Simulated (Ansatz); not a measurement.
# Rb2LiVO4 (Cmc2_1): G0W0 under other settings

A base run on Rb2LiVO4 (Cmc2_1), then changed inputs.

Method: G0W0 on r2SCAN, plane waves, PAW; PAW set soft_1, in Ansatz 0.2.0.

Report form: the programs' logs are mostly left out.

### 1. Starting point

It takes space group Cmc2_1 (No. 36, orthorhombic). The conventional cell has a = 5.879 Å, b = 11.701 Å, c = 7.933 Å, α = 90.00°, β = 90.00°, γ = 90.00°. Nearest to Rb lie 10 O at 2.88 to 3.57 Å and 3 Li at 3.18 to 3.60 Å and 1 V at 3.49 Å. Nearest to Rb lie 8 O at 2.89 to 3.24 Å and 1 Li at 3.11 Å. Li has 4 O at 1.89 to 2.06 Å nearest. V has 4 O at 1.71 to 1.72 Å nearest. O has 1 V at 1.72 Å and 1 Li at 1.89 Å and 5 Rb at 3.02 to 3.57 Å nearest. Nearest to O lie 1 V at 1.71 Å and 1 Li at 2.06 Å and 4 Rb at 2.88 to 3.06 Å. Farther neighbours and most contacts between anions are not listed.

Structure file:

```cif
data_structure
_symmetry_space_group_name_H-M 'P 1'
_symmetry_Int_Tables_number 1
_cell_length_a 6.5474
_cell_length_b 6.5474
_cell_length_c 7.9330
_cell_angle_alpha 90.000
_cell_angle_beta 90.000
_cell_angle_gamma 126.647
_cell_volume 272.86
loop_
_atom_site_label
_atom_site_type_symbol
_atom_site_fract_x
_atom_site_fract_y
_atom_site_fract_z
_atom_site_occupancy
Rb1 Rb 0.60500 0.39500 0.94880 1
Rb2 Rb 0.39500 0.60500 0.44880 1
Rb3 Rb 0.06170 0.93830 0.59320 1
Rb4 Rb 0.93830 0.06170 0.09320 1
Li5 Li 0.19890 0.80110 0.17160 1
Li6 Li 0.80110 0.19890 0.67160 1
V7 V 0.69050 0.30950 0.38940 1
V8 V 0.30950 0.69050 0.88940 1
O9 O 0.40870 0.11910 0.28170 1
O10 O 0.59130 0.88090 0.78170 1
O11 O 0.88090 0.59130 0.28170 1
O12 O 0.11910 0.40870 0.78170 1
O13 O 0.63400 0.36600 0.58870 1
O14 O 0.36600 0.63400 0.08870 1
O15 O 0.83500 0.16500 0.42360 1
O16 O 0.16500 0.83500 0.92360 1
```

The cell and positions come from the Crystallography Open Database and are kept as given unless a step says otherwise.

### 2. The base run: 2×2×2 mesh, 426 empty bands, screening to 78 eV, PAW set soft_1 files

G0W0 replaces the xc potential by the self-energy, built once from these orbitals. Only a window of levels is corrected, while the sums run over the empty bands that the input names. This step takes PAW set soft_1 files.

Input file input.yaml:

```yaml
crystal:
  lattice:
    - [2.9395, -5.8505, 0.0]
    - [2.9395, 5.8505, 0.0]
    - [0.0, 0.0, 7.933]
  atoms:
    - { symbol: Rb, position: [0.605, 0.395, 0.9488] }
    - { symbol: Rb, position: [0.395, 0.605, 0.4488] }
    - { symbol: Rb, position: [0.0617, 0.9383, 0.5932] }
    - { symbol: Rb, position: [0.9383, 0.0617, 0.0932] }
    - { symbol: Li, position: [0.1989, 0.8011, 0.1716] }
    - { symbol: Li, position: [0.8011, 0.1989, 0.6716] }
    - { symbol: V, position: [0.6905, 0.3095, 0.3894] }
    - { symbol: V, position: [0.3095, 0.6905, 0.8894] }
    - { symbol: O, position: [0.4087, 0.1191, 0.2817] }
    - { symbol: O, position: [0.5913, 0.8809, 0.7817] }
    - { symbol: O, position: [0.8809, 0.5913, 0.2817] }
    - { symbol: O, position: [0.1191, 0.4087, 0.7817] }
    - { symbol: O, position: [0.634, 0.366, 0.5887] }
    - { symbol: O, position: [0.366, 0.634, 0.0887] }
    - { symbol: O, position: [0.835, 0.165, 0.4236] }
    - { symbol: O, position: [0.165, 0.835, 0.9236] }
kpoints:
  mp_grid: { grid: [2, 2, 2] }
hamiltonian:
  xc: r2scan
  pseudopotentials: { kind: paw, azcp: { folder: soft_1 } }
scf:
  occupations: { method: fixed }
gw:
  n_empty_bands: 426
  ecut_chi: 78
  qp_bands: [v4, c4]
  qp_kpoints: band_edges
  screening: { model: contour_deformation }
```

The run is started by

```console
$ ansatz run input.yaml --threads 24 --pin off --max-ram 82944MiB --backend cuda --events-out ev --progress --plain --runs-dir out --devices 1 --max-vram 78GiB
```

The job ended after 4.9 s (1 × NVIDIA GB200 (shared by 2 runs) with 24 threads of Arm Neoverse V2, shared host; peak memory 2.2 GiB).

Numbers from this step:

```yaml
bands_summed: 484
rpa_eps_infinity_on_this_mesh_eigenvalues: 2.523, 2.587, 2.613
plane_waves_in_the_screening_matrix: 431
q_points_in_the_mesh: 8
g0w0_gap_on_the_mesh: 7.067 eV
k_of_the_valence_top: -0.5, -0.5, 0
k_of_the_conduction_bottom: 0, -0.5, 0
starting_gap_on_the_mesh: 4.353 eV
z_at_the_valence_top: 0.7613
z_at_the_conduction_bottom: 0.7670
least_direct_g0w0_gap_on_the_computed_points: 7.182 eV
```

The gap on the mesh goes from 4.35 eV to 7.07 eV, a correction of +2.71 eV. Between the two edge states, bare exchange in place of the xc potential would open the gap by 12.31 eV, and correlation takes back 9.59 eV.

### 3. Variant: low screening cutoff

input.yaml: that of step 2 with these lines changed.

```diff
@@ -30,4 +30,4 @@
 gw:
-  n_empty_bands: 426
-  ecut_chi: 78
+  n_empty_bands: 814
+  ecut_chi: 40
   qp_bands: [v4, c4]
```

The job ended after 5.7 s (1 × NVIDIA GB200 (shared by 2 runs) with 24 threads; peak memory 3.3 GiB).

Against the base:

```
              setting  base  variant
          empty bands   426      814
screening cutoff (eV)    78       40
```

```
                                    quantity  variant   base
                    starting gap on the mesh    4.353  4.353
                        G0W0 gap on the mesh    7.397  7.067
least direct G0W0 gap on the computed points    7.514  7.182
                        Z at the valence top    0.772  0.761
                  Z at the conduction bottom    0.779  0.767
```

### 4. Variant: other PAW set

This step: G0W0 on r2SCAN, plane waves, PAW.

input.yaml: that of step 3 with these lines changed.

```diff
@@ -26,3 +26,3 @@
   xc: r2scan
-  pseudopotentials: { kind: paw, azcp: { folder: soft_1 } }
+  pseudopotentials: { kind: paw, source: jth }
 scf:
@@ -30,4 +30,4 @@
 gw:
-  n_empty_bands: 814
-  ecut_chi: 40
+  n_empty_bands: 619
+  ecut_chi: 100
   qp_bands: [v4, c4]
```

Wall time 11 s (1 × NVIDIA GB200 (shared by 2 runs) with 24 threads); peak memory 8.9 GiB; 55 s of CPU time.

The G0W0 gap on the mesh is 7.124 eV.

Against the base:

```
              setting            base  variant
                files  PAW set soft_1  JTH PAW
          empty bands             426      619
screening cutoff (eV)              78      100
```

```
                                    quantity  variant   base
                    starting gap on the mesh    4.343  4.353
                        G0W0 gap on the mesh    7.124  7.067
least direct G0W0 gap on the computed points    7.235  7.182
                        Z at the valence top    0.759  0.761
                  Z at the conduction bottom    0.765  0.767
```

### 5. What came out

```
base                 : 7.07 eV, 4.9 s
low screening cutoff : 7.40 eV, 5.7 s
other PAW set        : 7.12 eV, 11 s
```

**Reading.** Low screening cutoff: the gap moves by +0.33 eV; such settings are too crude to quote. The variant differs from the base in empty bands and screening cutoff together, so the change can't be laid to one of them. Other PAW set: the gap moves by +0.06 eV and the time by a factor of 2.3 (the plane-wave cutoff goes from 500 to 1410 eV). The variant differs from the base in files, empty bands and screening cutoff together, so the change can't be laid to one of them. All runs here use a coarse mesh and modest cutoffs; they test settings and are not final values. The 2×2×2 mesh is coarse for this cell (its supercell is 13 Å along the shortest edge). The RPA ε∞ on it, from the r2SCAN start, is 2.52, 2.59 and 2.61; such meshes misread the long-range screening, most where the gap is narrow. The runs have no spin polarisation. For a closed low-spin shell that is the natural state; where a d or f shell is open it is a constraint, and the gap is then not the crystal's own. With d states at the gap, one-shot GW leans hard on its start. The many-body steps are scalar-relativistic: spin-orbit coupling is not in them.

[Paths, hosts, dates, memory and timing lines, banners, echoed tables and standing remarks are left out of the program output.]

[Logs are printed without paths, hosts, clocks, repeated set-up lines and the standing remarks that a program may print on its own settings, such as how far it seeks lower states.]

[Runs of the session that timed out or met a known fault of the program may be left out.]

[Cells called generated may have been cut or substituted from an entry of the Crystallography Open Database or the Materials Project.]

[Hosts, paths, dates, database ids (printed as entryN), source tags and the programs' standing remarks are cut or masked in the printed files.]
